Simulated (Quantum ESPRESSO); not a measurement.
# Nb(100), 5 layers: test of the smearing, part 3 of 4

Which setting serves for Nb(100), 5 layers? The runs below step through one kind of setting.

Quantum ESPRESSO 7.5; plane-wave DFT, PBE, SSSP efficiency pseudopotentials.

So far. Step 4 (Ground state: mv smearing, 0.04 Ry): Counted from each run's own zero (the Fermi level), the vacuum level differs from the first run's by -11 meV. Step 5 (SCF with pw.x: mp smearing, 0.02 Ry): Counted from each run's own zero (the Fermi level), the vacuum level differs from the first run's by +21 meV.

### 6. SCF with pw.x: gaussian smearing, 0.01 Ry

c4.in reads:

```
&control
  prefix = 'c4'
  outdir = './out'
  pseudo_dir = './pseudo'
  calculation = 'scf'
  tprnfor = .true.
/
&system
  ibrav = 0
  nat = 5
  ntyp = 1
  ecutwfc = 45
  ecutrho = 360
  occupations = 'smearing'
  smearing = 'gaussian'
  degauss = 0.01
  assume_isolated = 'esm'
  esm_bc = 'bc1'
/
&electrons
  conv_thr = 1e-07
  mixing_beta = 0.4
  electron_maxstep = 120
  mixing_mode = 'local-TF'
/
ATOMIC_SPECIES
  Nb  92.9064  Nb.pbe-spn-kjpaw_psl.0.3.0.UPF
CELL_PARAMETERS angstrom
  3.30000000000000 0.00000000000000 0.00000000000000
  0.00000000000000 3.30000000000000 0.00000000000000
  0.00000000000000 0.00000000000000 22.60000000000000
ATOMIC_POSITIONS crystal
  Nb  0.000000000000 0.000000000000 -0.146017699115
  Nb  0.500000000000 0.500000000000 -0.073008849558
  Nb  0.000000000000 0.000000000000 0.000000000000
  Nb  0.500000000000 0.500000000000 0.073008849558
  Nb  0.000000000000 0.000000000000 0.146017699115
K_POINTS automatic
  12 12 1 0 0 0
```

The run is started by

```bash
OMP_NUM_THREADS=1 mpirun -n 4 pw.x -nk 4 -in c4.in > c4.out
```

The program printed:

```text
[banner, memory and clock lines left out]
Program PWSCF v.7.5 starts
[...]
Message from routine setup:
[...]
number of electrons       =        65.00
     number of Kohn-Sham states=           40
     kinetic-energy cutoff     =      45.0000  Ry
     charge density cutoff     =     360.0000  Ry
[...]
number of k points=    28  Gaussian smearing, width (Ry)=  0.0100
[...]
Dense  grid:   191669 G-vectors     FFT dimensions: (  40,  40, 270)
[...]
negative rho (up, down):  1.202E-03 0.000E+00
     Starting wfcs are   50 randomized atomic wfcs
[...]
negative rho (up, down):  1.531E-04 0.000E+00
[...]
estimated scf accuracy    <       4.08702214 Ry
[...]
negative rho (up, down):  4.183E-06 0.000E+00
[...]
estimated scf accuracy    <       1.54727294 Ry
[...]
negative rho (up, down):  5.001E-06 0.000E+00
[...]
estimated scf accuracy    <       0.38598112 Ry
[...]
negative rho (up, down):  7.726E-05 0.000E+00
[...]
estimated scf accuracy    <       0.60144730 Ry
[...]
negative rho (up, down):  1.032E-06 0.000E+00
[...]
estimated scf accuracy    <       0.77946526 Ry
[...]
negative rho (up, down):  9.925E-07 0.000E+00
[...]
estimated scf accuracy    <       0.33676820 Ry
[...]
negative rho (up, down):  1.628E-06 0.000E+00
[...]
estimated scf accuracy    <       0.31889125 Ry
[...]
negative rho (up, down):  2.081E-04 0.000E+00
[...]
estimated scf accuracy    <       0.36352086 Ry
[...]
negative rho (up, down):  1.344E-04 0.000E+00
[...]
estimated scf accuracy    <       0.51519211 Ry
[...]
negative rho (up, down):  6.015E-06 0.000E+00
[...]
estimated scf accuracy    <       0.45358160 Ry
[...]
negative rho (up, down):  2.380E-03 0.000E+00
[...]
estimated scf accuracy    <       0.05638310 Ry
[...]
negative rho (up, down):  9.005E-03 0.000E+00
[...]
estimated scf accuracy    <       0.36915401 Ry
[...]
negative rho (up, down):  9.816E-03 0.000E+00
[...]
estimated scf accuracy    <       1.16351530 Ry
[...]
negative rho (up, down):  3.191E-03 0.000E+00
[...]
estimated scf accuracy    <       1.34041617 Ry
[...]
negative rho (up, down):  1.223E-03 0.000E+00
[...]
estimated scf accuracy    <       0.20401194 Ry
[...]
negative rho (up, down):  1.018E-03 0.000E+00
[...]
estimated scf accuracy    <       0.08884787 Ry
[...]
negative rho (up, down):  1.219E-04 0.000E+00
[...]
estimated scf accuracy    <       0.08890426 Ry
[...]
negative rho (up, down):  9.260E-05 0.000E+00
[...]
estimated scf accuracy    <       0.03969581 Ry
[...]
negative rho (up, down):  1.887E-05 0.000E+00
[...]
estimated scf accuracy    <       0.04239958 Ry
[...]
negative rho (up, down):  2.563E-04 0.000E+00
[...]
estimated scf accuracy    <       0.04136879 Ry
[...]
negative rho (up, down):  1.560E-04 0.000E+00
[...]
estimated scf accuracy    <       0.08361956 Ry
[...]
negative rho (up, down):  3.593E-04 0.000E+00
[...]
estimated scf accuracy    <       0.02134982 Ry
[...]
negative rho (up, down):  1.013E-03 0.000E+00
[...]
estimated scf accuracy    <       0.00682094 Ry
[...]
negative rho (up, down):  4.965E-04 0.000E+00
[...]
estimated scf accuracy    <       0.00254822 Ry
[...]
negative rho (up, down):  4.142E-04 0.000E+00
[...]
estimated scf accuracy    <       0.01081582 Ry
[...]
negative rho (up, down):  5.340E-04 0.000E+00
[...]
estimated scf accuracy    <       0.00431448 Ry
[...]
negative rho (up, down):  2.823E-03 0.000E+00
[...]
estimated scf accuracy    <       0.00299206 Ry
[...]
negative rho (up, down):  1.144E-03 0.000E+00
[...]
estimated scf accuracy    <       0.01042897 Ry
[...]
negative rho (up, down):  1.346E-03 0.000E+00
[...]
estimated scf accuracy    <       0.01054857 Ry
[...]
negative rho (up, down):  2.535E-03 0.000E+00
[...]
estimated scf accuracy    <       0.00296091 Ry
[...]
negative rho (up, down):  6.619E-04 0.000E+00
[...]
estimated scf accuracy    <       0.00531598 Ry
[...]
negative rho (up, down):  5.842E-04 0.000E+00
[...]
estimated scf accuracy    <       0.00025278 Ry
[...]
negative rho (up, down):  1.373E-03 0.000E+00
[...]
estimated scf accuracy    <       0.00034488 Ry
[...]
negative rho (up, down):  1.374E-03 0.000E+00
[...]
estimated scf accuracy    <       0.00002161 Ry
[...]
negative rho (up, down):  1.060E-03 0.000E+00
[...]
estimated scf accuracy    <       0.00011647 Ry
[...]
negative rho (up, down):  9.806E-04 0.000E+00
[...]
estimated scf accuracy    <       0.00006544 Ry
[...]
negative rho (up, down):  1.062E-03 0.000E+00
[...]
estimated scf accuracy    <       0.00000174 Ry
[...]
negative rho (up, down):  1.110E-03 0.000E+00
[...]
estimated scf accuracy    <       0.00000349 Ry
[...]
negative rho (up, down):  1.192E-03 0.000E+00
[...]
estimated scf accuracy    <       0.00000084 Ry
[...]
negative rho (up, down):  1.213E-03 0.000E+00
[...]
estimated scf accuracy    <       0.00000023 Ry
[...]
negative rho (up, down):  1.256E-03 0.000E+00
[...]
the Fermi energy is    -3.7196 ev
!    total energy              =   -1671.08020842 Ry
[...]
estimated scf accuracy    <       0.00000008 Ry
     smearing contrib. (-TS)   =      -0.00477167 Ry
     internal energy E=F+TS    =   -1671.07543674 Ry
[...]
one-electron contribution =    6978.99125018 Ry
     hartree contribution      =   -3500.54057002 Ry
     xc contribution           =    -144.20883819 Ry
     ewald contribution        =   -3962.87092952 Ry
[...]
convergence has been achieved in  41 iterations
     negative rho (up, down):  1.256E-03 0.000E+00
[...]
Total force =     0.092815     Total SCF correction =     0.000285
[...]
```

The job ended after 3.5 min (4 MPI ranks of Arm Neoverse V2, shared host; peak memory 1.2 GiB).

Numbers from this step:

- free energy: -22736.2045 eV
- energy at zero smearing: -22736.1720 eV
- Fermi energy: -3.720 eV
- vacuum line at the lower end of the cell, over the Fermi level: 3.720 eV
- vacuum line at the upper end of the cell, over the Fermi level: 3.720 eV

The program's own clock; routines nest. Time by routine:

```csv
routine,wall time (s),calls
PWSCF,212.4,1
electrons,209,1
c_bands,149,41
cegterg,129.1,287
h_psi,87.22,2053
fftw,75.43,75622
vloc_psi,69.33,2053
sum_band,22.75,41
mix_rho,13.92,41
calbec,11.85,2368
PAW_pot,10.49,42
add_vuspsi,8.93,2053
s_psi,8.84,2053
h_psi:calbec,8.7,2053
```

Counted from each run's own zero (the Fermi level), the vacuum level differs from the first run's by +8 meV.

### 7. Ground state: gaussian smearing, 0.03 Ry

c5.in, as its differences from the input of step 6:

```diff
@@ -1,3 +1,3 @@
 &control
-  prefix = 'c4'
+  prefix = 'c5'
   outdir = './out'
@@ -15,3 +15,3 @@
   smearing = 'gaussian'
-  degauss = 0.01
+  degauss = 0.03
   assume_isolated = 'esm'
```

The run is started by

```bash
OMP_NUM_THREADS=1 mpirun -n 4 pw.x -nk 4 -in c5.in > c5.out
```

The program printed:

```text
[banner, memory and clock lines left out]
Program PWSCF v.7.5 starts
[...]
Message from routine setup:
[...]
number of electrons       =        65.00
     number of Kohn-Sham states=           40
     kinetic-energy cutoff     =      45.0000  Ry
     charge density cutoff     =     360.0000  Ry
[...]
number of k points=    28  Gaussian smearing, width (Ry)=  0.0300
[...]
Dense  grid:   191669 G-vectors     FFT dimensions: (  40,  40, 270)
[...]
negative rho (up, down):  1.202E-03 0.000E+00
     Starting wfcs are   50 randomized atomic wfcs
[...]
negative rho (up, down):  1.569E-04 0.000E+00
[...]
estimated scf accuracy    <       3.99219097 Ry
[...]
negative rho (up, down):  5.063E-06 0.000E+00
[...]
estimated scf accuracy    <       1.47321168 Ry
[...]
negative rho (up, down):  4.107E-06 0.000E+00
[...]
estimated scf accuracy    <       0.23151420 Ry
[...]
negative rho (up, down):  3.836E-06 0.000E+00
[...]
estimated scf accuracy    <       1.30940414 Ry
[...]
negative rho (up, down):  2.050E-06 0.000E+00
[...]
estimated scf accuracy    <       1.99194691 Ry
[...]
negative rho (up, down):  3.167E-06 0.000E+00
[...]
estimated scf accuracy    <       0.09014218 Ry
[...]
negative rho (up, down):  1.015E-04 0.000E+00
[...]
estimated scf accuracy    <       0.15263534 Ry
[...]
negative rho (up, down):  2.792E-06 0.000E+00
[...]
estimated scf accuracy    <       0.36681066 Ry
[...]
negative rho (up, down):  3.896E-06 0.000E+00
[...]
estimated scf accuracy    <       0.16114630 Ry
[...]
negative rho (up, down):  3.215E-05 0.000E+00
[...]
estimated scf accuracy    <       0.09719540 Ry
[...]
negative rho (up, down):  1.367E-03 0.000E+00
[...]
estimated scf accuracy    <       0.24064941 Ry
[...]
negative rho (up, down):  5.769E-04 0.000E+00
[...]
estimated scf accuracy    <       0.36489383 Ry
[...]
negative rho (up, down):  1.152E-03 0.000E+00
[...]
estimated scf accuracy    <       0.00001330 Ry
[...]
negative rho (up, down):  1.184E-03 0.000E+00
[...]
estimated scf accuracy    <       0.00001166 Ry
[...]
negative rho (up, down):  1.183E-03 0.000E+00
[...]
estimated scf accuracy    <       0.00001353 Ry
[...]
negative rho (up, down):  1.235E-03 0.000E+00
[...]
estimated scf accuracy    <       0.00002595 Ry
[...]
negative rho (up, down):  1.246E-03 0.000E+00
[...]
estimated scf accuracy    <       0.00000101 Ry
[...]
negative rho (up, down):  1.249E-03 0.000E+00
[...]
estimated scf accuracy    <       0.00000053 Ry
[...]
negative rho (up, down):  1.247E-03 0.000E+00
[...]
estimated scf accuracy    <       0.00000019 Ry
[...]
negative rho (up, down):  1.245E-03 0.000E+00
[...]
estimated scf accuracy    <       0.00000019 Ry
[...]
negative rho (up, down):  1.245E-03 0.000E+00
[...]
estimated scf accuracy    <       0.00000015 Ry
[...]
negative rho (up, down):  1.245E-03 0.000E+00
[...]
the Fermi energy is    -3.7337 ev
!    total energy              =   -1671.10018235 Ry
[...]
estimated scf accuracy    <       0.00000003 Ry
     smearing contrib. (-TS)   =      -0.04469162 Ry
     internal energy E=F+TS    =   -1671.05549074 Ry
[...]
one-electron contribution =    6978.99363012 Ry
     hartree contribution      =   -3500.51464203 Ry
     xc contribution           =    -144.21735431 Ry
     ewald contribution        =   -3962.87092952 Ry
[...]
convergence has been achieved in  48 iterations
     negative rho (up, down):  1.245E-03 0.000E+00
[...]
Total force =     0.083038     Total SCF correction =     0.000167
[...]
```

The job ended after 4.5 min (4 MPI ranks; peak memory 1.2 GiB).

Numbers from this step:

* free energy: -22736.4763 eV
* energy at zero smearing: -22736.1722 eV
* Fermi energy: -3.734 eV
* vacuum line at the lower end of the cell, over the Fermi level: 3.734 eV
* vacuum line at the upper end of the cell, over the Fermi level: 3.734 eV

The program's own clock; routines nest. Time by routine:

```csv
routine,wall time (s),calls
PWSCF,268.5,1
electrons,265.1,1
c_bands,194.9,48
cegterg,170.4,344
h_psi,113.4,2938
fftw,96.66,96154
vloc_psi,90.13,2938
sum_band,26.62,48
mix_rho,16.37,48
calbec,14.95,3302
PAW_pot,12.24,49
add_vuspsi,11.66,2938
s_psi,11.51,2938
h_psi:calbec,11.32,2938
```

Counted from each run's own zero (the Fermi level), the vacuum level differs from the first run's by +22 meV.

### 8. SCF with pw.x: fd smearing, 0.002 Ry

c6.in, as its differences from the input of step 7:

```diff
@@ -1,3 +1,3 @@
 &control
-  prefix = 'c5'
+  prefix = 'c6'
   outdir = './out'
@@ -14,4 +14,4 @@
   occupations = 'smearing'
-  smearing = 'gaussian'
-  degauss = 0.03
+  smearing = 'fd'
+  degauss = 0.002
   assume_isolated = 'esm'
```

The run is started by

```bash
OMP_NUM_THREADS=1 mpirun -n 4 pw.x -nk 4 -in c6.in > c6.out
```

The program printed:

```text
[banner, memory and clock lines left out]
Program PWSCF v.7.5 starts
[...]
Message from routine setup:
[...]
number of electrons       =        65.00
     number of Kohn-Sham states=           40
     kinetic-energy cutoff     =      45.0000  Ry
     charge density cutoff     =     360.0000  Ry
[...]
number of k points=    28  Fermi-Dirac smearing, width (Ry)=  0.0020
[...]
Dense  grid:   191669 G-vectors     FFT dimensions: (  40,  40, 270)
[...]
negative rho (up, down):  1.202E-03 0.000E+00
     Starting wfcs are   50 randomized atomic wfcs
[...]
negative rho (up, down):  1.532E-04 0.000E+00
[...]
estimated scf accuracy    <       4.08497134 Ry
[...]
negative rho (up, down):  4.171E-06 0.000E+00
[...]
estimated scf accuracy    <       1.55626636 Ry
[...]
negative rho (up, down):  5.269E-06 0.000E+00
[...]
estimated scf accuracy    <       0.39430379 Ry
[...]
negative rho (up, down):  1.650E-05 0.000E+00
[...]
estimated scf accuracy    <       0.71559768 Ry
[...]
negative rho (up, down):  1.300E-06 0.000E+00
[...]
estimated scf accuracy    <       0.38677972 Ry
[...]
negative rho (up, down):  2.212E-06 0.000E+00
[...]
estimated scf accuracy    <       0.16543241 Ry
[...]
negative rho (up, down):  4.602E-05 0.000E+00
[...]
estimated scf accuracy    <       0.21354740 Ry
[...]
negative rho (up, down):  2.179E-06 0.000E+00
[...]
estimated scf accuracy    <       0.32372839 Ry
[...]
negative rho (up, down):  9.546E-06 0.000E+00
[...]
estimated scf accuracy    <       0.56980284 Ry
[...]
negative rho (up, down):  3.287E-06 0.000E+00
[...]
estimated scf accuracy    <       0.26452054 Ry
[...]
negative rho (up, down):  2.401E-06 0.000E+00
[...]
estimated scf accuracy    <       0.54704710 Ry
[...]
negative rho (up, down):  1.014E-05 0.000E+00
[...]
estimated scf accuracy    <       0.08273014 Ry
[...]
negative rho (up, down):  1.197E-03 0.000E+00
[...]
estimated scf accuracy    <       0.00001791 Ry
[...]
negative rho (up, down):  1.188E-03 0.000E+00
[...]
estimated scf accuracy    <       0.00001316 Ry
[...]
negative rho (up, down):  1.209E-03 0.000E+00
[...]
estimated scf accuracy    <       0.00001592 Ry
[...]
negative rho (up, down):  1.245E-03 0.000E+00
[...]
estimated scf accuracy    <       0.00001899 Ry
[...]
negative rho (up, down):  1.250E-03 0.000E+00
[...]
estimated scf accuracy    <       0.00001379 Ry
[...]
negative rho (up, down):  1.271E-03 0.000E+00
[...]
estimated scf accuracy    <       0.00001127 Ry
[...]
negative rho (up, down):  1.252E-03 0.000E+00
[...]
estimated scf accuracy    <       0.00000465 Ry
[...]
negative rho (up, down):  1.261E-03 0.000E+00
[...]
estimated scf accuracy    <       0.00000146 Ry
[...]
negative rho (up, down):  1.267E-03 0.000E+00
[...]
estimated scf accuracy    <       0.00000097 Ry
[...]
negative rho (up, down):  1.264E-03 0.000E+00
[...]
the Fermi energy is    -3.6933 ev
!    total energy              =   -1671.07845964 Ry
[...]
estimated scf accuracy    <       0.00000002 Ry
     smearing contrib. (-TS)   =      -0.00128208 Ry
     internal energy E=F+TS    =   -1671.07717756 Ry
[...]
one-electron contribution =    6978.91389843 Ry
     hartree contribution      =   -3500.46492869 Ry
     xc contribution           =    -144.20891154 Ry
     ewald contribution        =   -3962.87092952 Ry
[...]
convergence has been achieved in  49 iterations
     negative rho (up, down):  1.264E-03 0.000E+00
[...]
Total force =     0.093404     Total SCF correction =     0.000598
[...]
```

Run time: 4.2 min. Hardware: 4 MPI ranks; peak memory 1.2 GiB; 17 min of CPU time.

Read from the output:

| Item | Value |
| --- | --- |
| free energy | -22736.1807 eV |
| energy at zero smearing | -22736.1720 eV |
| Fermi energy | -3.693 eV |
| vacuum line at the lower end of the cell, over the Fermi level | 3.693 eV |
| vacuum line at the upper end of the cell, over the Fermi level | 3.693 eV |

The program's own clock; routines nest. Time by routine:

```csv
routine,wall time (s),calls
PWSCF,251,1
electrons,247.7,1
c_bands,176,49
cegterg,150.4,343
h_psi,101.3,2683
fftw,87.81,88058
vloc_psi,80.26,2683
sum_band,27.28,49
mix_rho,16.68,49
calbec,13.92,3054
PAW_pot,12.45,50
add_vuspsi,10.49,2683
s_psi,10.38,2683
h_psi:calbec,10.22,2683
```

Counted from each run's own zero (the Fermi level), the vacuum level differs from the first run's by -19 meV.

### 9. SCF with pw.x: fd smearing, 0.01 Ry

c7.in, as its differences from the input of step 8:

```diff
@@ -1,3 +1,3 @@
 &control
-  prefix = 'c6'
+  prefix = 'c7'
   outdir = './out'
@@ -15,3 +15,3 @@
   smearing = 'fd'
-  degauss = 0.002
+  degauss = 0.01
   assume_isolated = 'esm'
```

The run is started by

```bash
OMP_NUM_THREADS=1 mpirun -n 4 pw.x -nk 4 -in c7.in > c7.out
```

The program printed:

```text
[banner, memory and clock lines left out]
Program PWSCF v.7.5 starts
[...]
Message from routine setup:
[...]
number of electrons       =        65.00
     number of Kohn-Sham states=           40
     kinetic-energy cutoff     =      45.0000  Ry
     charge density cutoff     =     360.0000  Ry
[...]
number of k points=    28  Fermi-Dirac smearing, width (Ry)=  0.0100
[...]
Dense  grid:   191669 G-vectors     FFT dimensions: (  40,  40, 270)
[...]
negative rho (up, down):  1.202E-03 0.000E+00
     Starting wfcs are   50 randomized atomic wfcs
[...]
negative rho (up, down):  1.556E-04 0.000E+00
[...]
estimated scf accuracy    <       4.02503242 Ry
[...]
negative rho (up, down):  4.885E-06 0.000E+00
[...]
estimated scf accuracy    <       1.49622121 Ry
[...]
negative rho (up, down):  4.363E-06 0.000E+00
[...]
estimated scf accuracy    <       0.25836153 Ry
[...]
negative rho (up, down):  3.324E-06 0.000E+00
[...]
estimated scf accuracy    <       1.15065150 Ry
[...]
negative rho (up, down):  2.082E-06 0.000E+00
[...]
estimated scf accuracy    <       1.62170175 Ry
[...]
negative rho (up, down):  3.424E-06 0.000E+00
[...]
estimated scf accuracy    <       0.10579558 Ry
[...]
negative rho (up, down):  8.976E-05 0.000E+00
[...]
estimated scf accuracy    <       0.19107806 Ry
[...]
negative rho (up, down):  5.781E-06 0.000E+00
[...]
estimated scf accuracy    <       0.32335266 Ry
[...]
negative rho (up, down):  5.713E-06 0.000E+00
[...]
estimated scf accuracy    <       0.20407153 Ry
[...]
negative rho (up, down):  5.384E-06 0.000E+00
[...]
estimated scf accuracy    <       0.12506614 Ry
[...]
negative rho (up, down):  2.421E-03 0.000E+00
[...]
estimated scf accuracy    <       0.15165790 Ry
[...]
negative rho (up, down):  8.215E-04 0.000E+00
[...]
estimated scf accuracy    <       0.53518427 Ry
[...]
negative rho (up, down):  1.217E-03 0.000E+00
[...]
estimated scf accuracy    <       0.00055353 Ry
[...]
negative rho (up, down):  1.228E-03 0.000E+00
[...]
estimated scf accuracy    <       0.00003729 Ry
[...]
negative rho (up, down):  1.249E-03 0.000E+00
[...]
estimated scf accuracy    <       0.00004088 Ry
[...]
negative rho (up, down):  1.264E-03 0.000E+00
[...]
estimated scf accuracy    <       0.00000711 Ry
[...]
negative rho (up, down):  1.266E-03 0.000E+00
[...]
estimated scf accuracy    <       0.00000081 Ry
[...]
negative rho (up, down):  1.270E-03 0.000E+00
[...]
estimated scf accuracy    <       0.00000044 Ry
[...]
negative rho (up, down):  1.265E-03 0.000E+00
[...]
estimated scf accuracy    <       0.00000059 Ry
[...]
negative rho (up, down):  1.261E-03 0.000E+00
[...]
estimated scf accuracy    <       0.00000037 Ry
[...]
negative rho (up, down):  1.263E-03 0.000E+00
[...]
estimated scf accuracy    <       0.00000031 Ry
[...]
negative rho (up, down):  1.249E-03 0.000E+00
[...]
the Fermi energy is    -3.7302 ev
!    total energy              =   -1671.09413834 Ry
[...]
estimated scf accuracy    <       0.00000009 Ry
     smearing contrib. (-TS)   =      -0.03277266 Ry
     internal energy E=F+TS    =   -1671.06136567 Ry
[...]
one-electron contribution =    6979.01380974 Ry
     hartree contribution      =   -3500.54325929 Ry
     xc contribution           =    -144.21477553 Ry
     ewald contribution        =   -3962.87092952 Ry
[...]
convergence has been achieved in  53 iterations
     negative rho (up, down):  1.249E-03 0.000E+00
[...]
Total force =     0.086197     Total SCF correction =     0.001664
[...]
```

Elapsed: 4.3 min, on 4 MPI ranks; peak memory 1.2 GiB.

Numbers from this step:

| Property | Result |
| --- | --- |
| free energy | -22736.3940 eV |
| energy at zero smearing | -22736.1711 eV |
| Fermi energy | -3.730 eV |
| vacuum line at the lower end of the cell, over the Fermi level | 3.730 eV |
| vacuum line at the upper end of the cell, over the Fermi level | 3.730 eV |

The program's own clock; routines nest. Time by routine:

```csv
routine,wall time (s),calls
PWSCF,257.3,1
electrons,253.9,1
c_bands,176.9,53
cegterg,153.6,371
h_psi,104.3,2784
fftw,91.1,91756
vloc_psi,82.63,2784
sum_band,29.31,53
mix_rho,17.94,53
calbec,14.49,3183
PAW_pot,13.4,54
add_vuspsi,10.8,2784
s_psi,10.67,2784
h_psi:calbec,10.52,2784
```

Counted from each run's own zero (the Fermi level), the vacuum level differs from the first run's by +18 meV.

(Continued in part 4 of 4.)

[Logs are printed without paths, hosts, clocks, repeated set-up lines and the standing remarks that a program may print on its own settings, such as how far it seeks lower states.]

[Hosts, paths, dates, database ids (printed as entryN), source tags and the programs' standing remarks are cut or masked in the printed files.]

[Maps of the electrostatic potential energy from Ansatz leave out the sawtooth potential of an applied field or a dipole correction, so their vacuum need not be flat; planar profiles and work functions include it.]
